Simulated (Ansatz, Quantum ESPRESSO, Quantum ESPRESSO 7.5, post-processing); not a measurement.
# arsenene, 1 layer: response to a perpendicular field

How does arsenene, 1 layer respond to a gate-like field without added charge?

Calculated with Quantum ESPRESSO 7.5; plane-wave DFT, PBE, GBRV ultrasoft pseudopotentials (geometry and cross-check by Ansatz 0.2.0 with PAW datasets; geometry under PBE).

This is a report of a sequence of runs, with most program output left out.

## 1. The starting structure

The cell holds 2 atoms: 2 As. Its edges and angles: a = 3.610 Å, b = 3.610 Å, c = 18.400 Å, α = 90.0°, β = 90.0°, γ = 120.0°. It derives from As. Vacuum lies along c.

## 2. Relaxation with Ansatz

The geometry comes first, from a plane-wave PAW code, so that the later runs on this slab share one structure.

Input file input.yaml:

```yaml
crystal:
  lattice:
    - [3.61, 0.0, 0.0]
    - [-1.805, 3.1263517077, 0.0]
    - [0.0, 0.0, 18.4]
  atoms:
    - { symbol: As, position: [0.6666666667, 0.3333333333, 0.4619565217] }
    - { symbol: As, position: [0.3333333333, 0.6666666667, 0.5380434783] }
kpoints:
  mp_grid: { grid: [12, 12, 1] }
hamiltonian:
  xc: pbe
scf:
  occupations: { method: fermi_dirac, width: 0.05 }
  convergence: { dr2_threshold: 1.0e-08 }
efield:
  axis: 3
  dipole_correction: true
  ramp_position: 0.97
  ramp_width: 0.04
relax:
  f_tol: 0.01
  cell: { fix: [c, alpha, beta] }
output:
  write_potential: true
  write_density: true
  volumetric_format: npy
```

Command:

```sh
$ ansatz run input.yaml --threads 4 --pin off --max-ram 8192MiB --backend cpu --events-out ev --progress --plain --runs-dir out
```

Run time: 5.9 s. Hardware: 4 threads of Intel Xeon Platinum 8375C at 2.90GHz (Ice Lake), shared host; peak memory 0.53 GiB; 21 s of CPU time.

The steps of the relaxation:

```tsv
step	energy less that of the first step (eV)	largest force component (eV/Å)	pressure (GPa)	volume (Å³)
1	0.0000	0.1293	-0.11	207.66
2	0.0002	0.1353	0.04	207.93
3	-0.0007	0.0024	-0.02	207.38
4*	-0.0007	0.0023	-0.02	207.38
```

Relaxation steps marked * repeat the geometry before them on a plane-wave basis chosen anew for their cell, so energy and pressure can jump there. Relaxation step 2 was tried and not accepted.

```tsv
cell as run	before	after	change
a (Å)	3.610	3.608	-0.1 %
b (Å)	3.610	3.608	-0.1 %
```

The relaxed structure:

```
As
1.0
     3.60754    0.00000    0.00000
    -1.80377    3.12423    0.00000
     0.00000    0.00000   18.40000
As
2
Direct
  0.66667 0.33333 0.46221
  0.33333 0.66667 0.53779
```

Numbers from this step:

| Property | Result |
| --- | --- |
| free energy | -9712.2692 eV |
| Fermi energy | -1.445 eV |
| gap by band count | 1.640 eV |
| symmetry operations | 6 |
| dipole along the normal | 2.98e-5 e·Å |
| vacuum level at the upper face over a Fermi level inside the gap | 4.583 eV |
| vacuum level at the lower face over a Fermi level inside the gap | 4.584 eV |

## 3. SCF with pw.x: no field

The zero-field run is the reference. tefield and dipfield are on already, so that all runs share k-points and boundary.

Level of this step: plane-wave DFT, PBE, GBRV ultrasoft pseudopotentials (Quantum ESPRESSO 7.5).

Input file f0.in:

```
&control
  prefix = 'f0'
  outdir = './out'
  pseudo_dir = './pseudo'
  calculation = 'scf'
  tprnfor = .true.
  tefield = .true.
  dipfield = .true.
/
&system
  ibrav = 0
  nat = 2
  ntyp = 1
  ecutwfc = 40
  ecutrho = 200
  occupations = 'smearing'
  smearing = 'fd'
  degauss = 0.004
  edir = 3
  emaxpos = 0.97
  eopreg = 0.04
  eamp = 0.0
/
&electrons
  conv_thr = 1e-09
  mixing_beta = 0.4
  electron_maxstep = 120
  mixing_mode = 'plain'
/
ATOMIC_SPECIES
  As  74.9216  as_pbe_v1.uspp.F.UPF
CELL_PARAMETERS angstrom
  3.60754457493593 0.00000000000000 -0.00000000000000
  -1.80377228746797 3.12422524717925 0.00000000000000
  -0.00000000000000 0.00000000000000 18.40000000000000
ATOMIC_POSITIONS crystal
  As  0.666666666667 0.333333333333 0.462214220673
  As  0.333333333333 0.666666666667 0.537785779327
K_POINTS automatic
  12 12 1 0 0 0
```

Command:

```sh
$ OMP_NUM_THREADS=1 mpirun -n 4 pw.x -nk 4 -in f0.in > f0.out
```

The job ended after 26 s (4 MPI ranks; peak memory 0.4 GiB; 1.7 min of CPU time).

This step gave:

```
free energy                          : -1095.8476 eV
Fermi energy                         : -2.108 eV
dipole along the normal              : 0 e·Å
valence top, on the run's zero       : -2.898 eV
conduction bottom, on the run's zero : -1.256 eV
gap by band count                    : 1.642 eV
```

The run needed 12 iterations to bring the estimated error under 1e-09 Ry; the largest force on any atom, held or free, is 0.10 eV/Å.

## 4. Potential by pp.x

plot_num = 11 writes the bare and Hartree potential. It leaves out exchange and correlation, which fade slowly, so it flattens close to the surface.

Input file f0.pot.in:

```
&inputpp
  prefix = 'f0'
  outdir = './out'
  filplot = 'f0.pot.dat'
  plot_num = 11
/
```

Command:

```sh
$ OMP_NUM_THREADS=1 mpirun -n 4 pp.x -in f0.pot.in > f0.pot.out
```

It took 1.3 s on 4 MPI ranks; peak memory 0.09 GiB.

Numbers from this step:

```
slope of the potential above                                          : -3.59e-5 eV/Å
upper vacuum line continued to the top atoms, over the valence top    : 5.388 eV
slope of the potential below                                          : -5.46e-5 eV/Å
lower vacuum line continued to the bottom atoms, over the valence top : 5.387 eV
vacuum level at the upper face over the valence top of the mesh       : 5.388 eV
vacuum level at the lower face over the valence top of the mesh       : 5.388 eV
```

The vacuum is flat to 0.1 meV/Å, so its level is well defined. Inside the slab the curve depends on the local part of the pseudopotentials; only the vacuum level has a meaning of its own.

## 5. Band structure: no field

The density is frozen and the levels are solved along a path.

f0.bands.in, as its differences from the input of step 3:

```diff
@@ -1,7 +1,6 @@
 &control
-  prefix = 'f0'
+  prefix = 'f0.bands'
   outdir = './out'
   pseudo_dir = './pseudo'
-  calculation = 'scf'
-  tprnfor = .true.
+  calculation = 'bands'
   tefield = .true.
@@ -22,8 +21,9 @@
   eamp = 0.0
+  nbnd = 11
 /
 &electrons
-  conv_thr = 1e-09
+  conv_thr = 1e-07
   mixing_beta = 0.4
   electron_maxstep = 120
-  mixing_mode = 'plain'
+  mixing_mode = 'local-TF'
 /
@@ -38,3 +38,7 @@
   As  0.333333333333 0.666666666667 0.537785779327
-K_POINTS automatic
-  12 12 1 0 0 0
+K_POINTS crystal_b
+4
+  0.0000000000 0.0000000000 0.0000000000 14
+  0.5000000000 0.0000000000 0.0000000000 14
+  0.3333333333 0.3333333333 0.0000000000 14
+  0.0000000000 0.0000000000 0.0000000000 1
```

Command:

```sh
$ cp -r out/f0.save out/f0.bands.save
$ cp out/f0.xml out/f0.bands.xml
$ OMP_NUM_THREADS=1 mpirun -n 4 pw.x -nk 4 -in f0.bands.in > f0.bands.out
```

Elapsed: 16 s, on 4 MPI ranks; peak memory 0.3 GiB.

This step gave:

- conduction bottom, on the run's zero: -1.267 eV
- gap by band count: 1.631 eV

Band numbers count within the set of bands kept for display. Electronic bands along the path, in eV, zero at the highest filled level of the SCF mesh; v1 is the highest filled band, c1 the lowest empty one:

```tsv
point	v4	v3	v2	v1	c1	c2	c3	c4
Γ	-7.14	-0.51	0.00	0.00	1.95	3.52	3.52	4.90
halfway	-7.34	-3.19	-1.15	-0.39	1.75	4.34	4.45	5.72
M	-9.10	-3.38	-1.87	-1.53	1.98	3.18	4.55	6.32
halfway	-9.23	-3.74	-2.44	-1.54	2.71	3.67	4.22	6.85
K	-9.93	-4.35	-1.96	-1.96	2.05	4.60	4.60	8.11
halfway	-7.51	-3.19	-2.24	-0.37	2.81	3.51	4.74	6.11
Γ	-7.14	-0.51	0.00	0.00	1.95	3.52	3.52	4.90
```

Along this path the valence top lies at Γ and the conduction bottom between Γ and M.

## 6. SCF with pw.x: field 0.1 V/Å

eamp is the field in Hartree atomic units (1 a.u. = 51.42 V/Å). With dipfield on, it is the field in the vacuum beside an isolated sheet. The run starts from the density of the one before.

f1.in, as its differences from the input of step 3:

```diff
@@ -1,3 +1,3 @@
 &control
-  prefix = 'f0'
+  prefix = 'f1'
   outdir = './out'
@@ -21,3 +21,3 @@
   eopreg = 0.04
-  eamp = 0.0
+  eamp = 0.00194469
 /
@@ -28,2 +28,3 @@
   mixing_mode = 'plain'
+  startingpot = 'file'
 /
```

Command:

```sh
$ cp -r out/f0.save out/f1.save
$ OMP_NUM_THREADS=1 mpirun -n 4 pw.x -nk 4 -in f1.in > f1.out
```

Run time: 21 s. Hardware: 4 MPI ranks; peak memory 0.55 GiB.

This step gave:

```
free energy                          : -1095.8489 eV
Fermi energy                         : -2.095 eV
dipole along the normal              : 0.02496 e·Å
valence top, on the run's zero       : -2.885 eV
conduction bottom, on the run's zero : -1.242 eV
gap by band count                    : 1.642 eV
```

The dipole goes from -0.0000 to 0.0250 e Å, 0.2496 e Å per V/Å.

## 7. Electrostatic potential

Input file f1.pot.in:

```
&inputpp
  prefix = 'f1'
  outdir = './out'
  filplot = 'f1.pot.dat'
  plot_num = 11
/
```

Command:

```sh
$ OMP_NUM_THREADS=1 mpirun -n 4 pp.x -in f1.pot.in > f1.pot.out
```

It took 1.4 s on 4 MPI ranks; peak memory 0.1 GiB; 4.5 s of CPU time.

Read from the output:

- slope of the potential above: 0.09995 eV/Å
- upper vacuum line continued to the top atoms, over the valence top: 5.258 eV
- slope of the potential below: 0.09993 eV/Å
- lower vacuum line continued to the bottom atoms, over the valence top: 5.519 eV

The slope in the vacuum is 0.100 eV/Å for an applied 0.10 V/Å, as it should be.

## 8. Ground state: field 0.2 V/Å

f2.in, as its differences from the input of step 6:

```diff
@@ -1,3 +1,3 @@
 &control
-  prefix = 'f1'
+  prefix = 'f2'
   outdir = './out'
@@ -21,3 +21,3 @@
   eopreg = 0.04
-  eamp = 0.00194469
+  eamp = 0.00388938
 /
```

Command:

```sh
$ cp -r out/f0.save out/f2.save
$ OMP_NUM_THREADS=1 mpirun -n 4 pw.x -nk 4 -in f2.in > f2.out
```

The job ended after 23 s (4 MPI ranks; peak memory 0.5 GiB; 92 s of CPU time).

This step gave:

* free energy: -1095.8526 eV
* Fermi energy: -2.083 eV
* dipole along the normal: 0.04986 e·Å
* valence top, on the run's zero: -2.872 eV
* conduction bottom, on the run's zero: -1.230 eV

The dipole goes from -0.0000 to 0.0499 e Å, 0.2493 e Å per V/Å.

## 9. Potential by pp.x

Input file f2.pot.in:

```
&inputpp
  prefix = 'f2'
  outdir = './out'
  filplot = 'f2.pot.dat'
  plot_num = 11
/
```

Command:

```sh
$ OMP_NUM_THREADS=1 mpirun -n 4 pp.x -in f2.pot.in > f2.pot.out
```

Elapsed: 1.4 s, on 4 MPI ranks; peak memory 0.11 GiB; 4.7 s of CPU time.

This step gave:

* slope of the potential above: 0.1999 eV/Å
* upper vacuum line continued to the top atoms, over the valence top: 5.131 eV
* slope of the potential below: 0.1999 eV/Å
* lower vacuum line continued to the bottom atoms, over the valence top: 5.653 eV

The slope in the vacuum is 0.200 eV/Å for an applied 0.20 V/Å, as it should be.

## 10. Band structure: field 0.2 V/Å

f2.bands.in, as its differences from the input of step 5:

```diff
@@ -1,3 +1,3 @@
 &control
-  prefix = 'f0.bands'
+  prefix = 'f2.bands'
   outdir = './out'
@@ -20,3 +20,3 @@
   eopreg = 0.04
-  eamp = 0.0
+  eamp = 0.00388938
   nbnd = 11
```

Command:

```sh
$ cp -r out/f2.save out/f2.bands.save
$ cp out/f2.xml out/f2.bands.xml
$ OMP_NUM_THREADS=1 mpirun -n 4 pw.x -nk 4 -in f2.bands.in > f2.bands.out
```

Wall time 14 s (4 MPI ranks); peak memory 0.3 GiB; 55 s of CPU time.

This step gave:

* conduction bottom, on the run's zero: -1.241 eV
* gap by band count: 1.631 eV

Band numbers count within the set of bands kept for display. Electronic bands along the path, in eV, zero at the highest filled level of the SCF mesh; v1 is the highest filled band, c1 the lowest empty one:

```tsv
point	v4	v3	v2	v1	c1	c2	c3	c4
Γ	-7.14	-0.51	0.00	0.00	1.95	3.52	3.52	4.42
halfway	-7.34	-3.19	-1.15	-0.39	1.75	4.33	4.45	5.36
M	-9.10	-3.38	-1.87	-1.53	1.98	3.18	4.55	6.31
halfway	-9.23	-3.74	-2.44	-1.54	2.71	3.67	4.22	6.84
K	-9.93	-4.35	-1.97	-1.95	2.05	4.60	4.60	8.09
halfway	-7.51	-3.19	-2.24	-0.37	2.81	3.51	4.74	5.67
Γ	-7.14	-0.51	0.00	0.00	1.95	3.52	3.52	4.42
```

Upper empty bands that drop with the field can be states of the vacuum, held by the sawtooth; they depend on the cell's width.

Along this path the valence top lies at Γ and the conduction bottom between Γ and M.

## 11. SCF with pw.x: field 0.3 V/Å

f3.in, as its differences from the input of step 8:

```diff
@@ -1,3 +1,3 @@
 &control
-  prefix = 'f2'
+  prefix = 'f3'
   outdir = './out'
@@ -21,3 +21,3 @@
   eopreg = 0.04
-  eamp = 0.00388938
+  eamp = 0.00583407
 /
```

Command:

```sh
$ cp -r out/f0.save out/f3.save
$ OMP_NUM_THREADS=1 mpirun -n 4 pw.x -nk 4 -in f3.in > f3.out
```

It took 22 s on 4 MPI ranks; peak memory 0.41 GiB.

Numbers from this step:

- free energy: -1095.8588 eV
- Fermi energy: -2.072 eV
- dipole along the normal: 0.07487 e·Å
- valence top, on the run's zero: -2.862 eV
- conduction bottom, on the run's zero: -1.220 eV
- gap by band count: 1.642 eV

The dipole goes from -0.0000 to 0.0749 e Å, 0.2496 e Å per V/Å.

## 12. Potential by pp.x

Input file f3.pot.in:

```
&inputpp
  prefix = 'f3'
  outdir = './out'
  filplot = 'f3.pot.dat'
  plot_num = 11
/
```

Command:

```sh
$ OMP_NUM_THREADS=1 mpirun -n 4 pp.x -in f3.pot.in > f3.pot.out
```

The job ended after 1.3 s (4 MPI ranks; peak memory 0.11 GiB; 4.5 s of CPU time).

Numbers from this step:

* slope of the potential above: 0.2999 eV/Å
* upper vacuum line continued to the top atoms, over the valence top: 5.005 eV
* slope of the potential below: 0.2999 eV/Å
* lower vacuum line continued to the bottom atoms, over the valence top: 5.789 eV

The slope in the vacuum is 0.300 eV/Å for an applied 0.30 V/Å, as it should be.

Each curve counts from the valence top of its own run.

The runs together. Table of potential energy by z:

```tsv
z (Å)	potential at 0 V/Å (eV)	potential at 0.1 V/Å (eV)	potential at 0.2 V/Å (eV)	potential at 0.3 V/Å (eV)
0.0	5.39	5.03	4.67	4.32
0.5	5.39	4.72	4.05	3.39
1.0	5.39	4.77	4.15	3.54
1.5	5.39	4.82	4.25	3.69
2.0	5.39	4.87	4.35	3.84
2.5	5.39	4.92	4.45	3.99
3.0	5.39	4.97	4.55	4.14
3.5	5.39	5.02	4.65	4.29
4.0	5.39	5.07	4.75	4.44
4.5	5.39	5.12	4.85	4.59
5.0	5.38	5.17	4.95	4.73
5.5	5.38	5.21	5.04	4.87
6.0	5.34	5.22	5.10	4.98
6.5	5.21	5.14	5.06	4.99
7.0	4.72	4.68	4.64	4.60
7.5	2.75	2.74	2.72	2.71
8.0	4.44	4.44	4.43	4.43
8.5	25.9	25.9	25.9	25.9
9.0	1.78	1.79	1.79	1.79
9.5	8.11	8.11	8.11	8.11
10.0	24.8	24.8	24.8	24.8
10.5	1.06	1.06	1.07	1.07
11.0	3.38	3.40	3.42	3.44
11.5	4.89	4.93	4.98	5.03
12.0	5.26	5.34	5.43	5.52
12.5	5.35	5.49	5.62	5.76
13.0	5.38	5.56	5.74	5.93
13.5	5.39	5.62	5.85	6.08
14.0	5.39	5.67	5.95	6.24
14.5	5.39	5.72	6.05	6.39
15.0	5.39	5.77	6.15	6.54
15.5	5.39	5.82	6.25	6.69
16.0	5.39	5.87	6.35	6.84
16.5	5.39	5.92	6.45	6.99
17.0	5.39	5.97	6.55	7.14
17.5	5.39	6.02	6.65	7.29
18.0	5.39	5.77	6.16	6.54
```

## 13. Band structure: field 0.3 V/Å

f3.bands.in, as its differences from the input of step 10:

```diff
@@ -1,3 +1,3 @@
 &control
-  prefix = 'f2.bands'
+  prefix = 'f3.bands'
   outdir = './out'
@@ -20,3 +20,3 @@
   eopreg = 0.04
-  eamp = 0.00388938
+  eamp = 0.00583407
   nbnd = 11
```

Command:

```sh
$ cp -r out/f3.save out/f3.bands.save
$ cp out/f3.xml out/f3.bands.xml
$ OMP_NUM_THREADS=1 mpirun -n 4 pw.x -nk 4 -in f3.bands.in > f3.bands.out
```

Wall time 14 s (4 MPI ranks); peak memory 0.3 GiB.

Numbers from this step:

| Property | Result |
| --- | --- |
| conduction bottom, on the run's zero | -1.231 eV |
| gap by band count | 1.630 eV |

Band numbers count within the set of bands kept for display. The electronic bands at the labelled points (eV, zero at the highest filled level of the SCF mesh; v1 is the highest filled band, c1 the lowest empty one):

```tsv
point	v4	v3	v2	v1	c1	c2	c3	c4
Γ	-7.14	-0.51	0.00	0.00	1.95	3.52	3.52	4.08
halfway	-7.34	-3.19	-1.15	-0.39	1.75	4.31	4.45	5.05
M	-9.10	-3.38	-1.87	-1.53	1.98	3.18	4.55	6.30
halfway	-9.23	-3.74	-2.44	-1.54	2.71	3.67	4.21	6.83
K	-9.93	-4.35	-1.97	-1.94	2.05	4.60	4.60	8.06
halfway	-7.51	-3.19	-2.24	-0.37	2.81	3.51	4.73	5.36
Γ	-7.14	-0.51	0.00	0.00	1.95	3.52	3.52	4.08
```

Upper empty bands that drop with the field can be states of the vacuum, held by the sawtooth; they depend on the cell's width.

Along this path the valence top lies at Γ and the conduction bottom between Γ and M.

## 14. Density by pp.x

The density shows how far the electrons spill into the vacuum.

Input file f0.rho.in:

```
&inputpp
  prefix = 'f0'
  outdir = './out'
  filplot = 'f0.rho.dat'
  plot_num = 0
/
```

Command:

```sh
$ OMP_NUM_THREADS=1 mpirun -n 4 pp.x -in f0.rho.in > f0.rho.out
```

It took 1.4 s on 4 MPI ranks; peak memory 0.11 GiB; 4.5 s of CPU time.

Read from the output:

- electrons by integration: 10.00 e

Mean over planes. Table of valence density, planar mean by z:

```tsv
z (Å)	valence density, planar mean (e/Å³)
4.5	3.2e-5
5.0	1.2e-4
5.5	4.6e-4
6.0	0.00178
6.5	0.00704
7.0	0.0278
7.5	0.0995
8.0	0.204
8.5	0.272
9.0	0.323
9.5	0.303
10.0	0.253
10.5	0.193
11.0	0.0789
11.5	0.0210
12.0	0.00533
12.5	0.00136
13.0	3.5e-4
13.5	9.5e-5
14.0	2.5e-5
```

Valence density in the ca plane at fractional y = 0.333, with atoms of As within 0.2 Å of it. It is the smooth field of the valence electrons, not physical close to the nuclei.

Values in units of 1e-1 e/Å³, 5 rows by 16 columns, each cell a mean:
```
0.0 0.0 0.0 0.0 0.0 0.1 1.9 4.4 2.8 0.5 0.0 0.0 0.0 0.0 0.0 0.0
0.0 0.0 0.0 0.0 0.0 0.1 3.3 5.8 2.9 0.3 0.0 0.0 0.0 0.0 0.0 0.0
0.0 0.0 0.0 0.0 0.0 0.1 2.0 4.5 2.8 0.5 0.0 0.0 0.0 0.0 0.0 0.0
0.0 0.0 0.0 0.0 0.0 0.0 0.4 1.9 2.9 1.2 0.1 0.0 0.0 0.0 0.0 0.0
0.0 0.0 0.0 0.0 0.0 0.0 0.4 1.7 2.8 1.2 0.1 0.0 0.0 0.0 0.0 0.0
```
Columns run along c (18.4 Å), rows up along a (3.6 Å). Atoms in or near the plane, at fractional coordinates: As at (0.46, 0.67).

The density integrates to 10.000 electrons, as the 10 of the input ask.

## 15. Density by pp.x

Input file f2.rho.in:

```
&inputpp
  prefix = 'f2'
  outdir = './out'
  filplot = 'f2.rho.dat'
  plot_num = 0
/
```

Command:

```sh
$ OMP_NUM_THREADS=1 mpirun -n 4 pp.x -in f2.rho.in > f2.rho.out
```

Elapsed: 1.4 s, on 4 MPI ranks; peak memory 0.11 GiB.

This step gave:

| Item | Value |
| --- | --- |
| electrons by integration | 10.000 e |

## 16. Charge moved by a field of 0.2 V/Å

Numbers from this step:

```
largest charge moved across a plane : 0.001153 e/Å²
dipole step                         : -0.8007 eV
```

The planar mean by z:

z (Å), planar mean (e/Å³) and a bar from the least value:
```
      2.0    0.00000 ###############
      2.5    0.00000 ###############
      3.0    0.00000 ###############
      3.5    0.00000 ###############
      4.0    0.00000 ###############
      4.5    0.00001 ################
      5.0    0.00002 ################
      5.5    0.00006 #################
      6.0    0.00014 ##################
      6.5    0.00030 ######################
      7.0    0.00056 ############################
      7.5    0.00065 ##############################
      8.0    0.00027 ######################
      8.5    0.00020 ####################
      9.0    0.00011 ##################
      9.5   -0.00014 ############
     10.0   -0.00020 ###########
     10.5   -0.00038 #######
     11.0   -0.00068 
     11.5   -0.00050 ####
     12.0   -0.00025 ##########
     12.5   -0.00011 #############
     13.0   -0.00004 ##############
     13.5   -0.00002 ###############
     14.0   -0.00001 ###############
     14.5    0.00000 ###############
     15.0    0.00000 ###############
     15.5    0.00000 ###############
     16.0    0.00000 ###############
```

Running integral, electrons below z against z:

z (Å), running integral, electrons below z (e/Å²) and a bar:
```
        2    0.00000 
        3    0.00000 
        4    0.00000 
        5    0.00001 
        6    0.00009 ##
        7    0.00043 ###########
        8    0.00097 #########################
        9    0.00115 ##############################
       10    0.00103 ###########################
       11    0.00059 ###############
       12    0.00013 ###
       13    0.00002 
       14    0.00000 
       15    0.00000 
       16    0.00000
```

## 17. Polarisability from the dipole between 0 and 0.1 V/A

Numbers from this step:

| Item | Value |
| --- | --- |
| change of slope in the vacuum | 0.09999 eV/Å |
| polarisability a cell | 3.595 Å³ |
| sheet polarisability 4πα/A | 4.008 Å |

The change of the potential energy, second field less first by z:

```tsv
z (Å)	change of the potential energy, second field less first (eV)
0.0	-0.359
0.5	-0.669
1.0	-0.619
1.5	-0.569
2.0	-0.519
2.5	-0.469
3.0	-0.419
3.5	-0.369
4.0	-0.319
4.5	-0.269
5.0	-0.219
5.5	-0.170
6.0	-0.122
6.5	-0.0779
7.0	-0.0403
7.5	-0.0151
8.0	-0.00355
8.5	8.0e-4
9.0	8.2e-4
9.5	-0.00112
10.0	-4.1e-4
10.5	0.00487
11.0	0.0191
11.5	0.0475
12.0	0.0874
12.5	0.133
13.0	0.181
13.5	0.231
14.0	0.280
14.5	0.330
15.0	0.380
15.5	0.430
16.0	0.480
16.5	0.530
17.0	0.580
17.5	0.630
18.0	0.383
```

## 18. Dipole against field

Table of dipole along the normal, dipole moment by applied field:

```tsv
applied field (V/Å)	dipole along the normal, dipole moment (e·Å)
0.000	0
0.100	0.0250
0.200	0.0499
0.300	0.0749
```

[end of part 1 of 2]

[Logs are printed without paths, hosts, clocks, repeated set-up lines and the standing remarks that a program may print on its own settings, such as how far it seeks lower states.]

[Hosts, paths, dates, database ids (printed as entryN), source tags and the programs' standing remarks are cut or masked in the printed files.]

[Maps of the electrostatic potential energy from Ansatz leave out the sawtooth potential of an applied field or a dipole correction, so their vacuum need not be flat; planar profiles and work functions include it.]
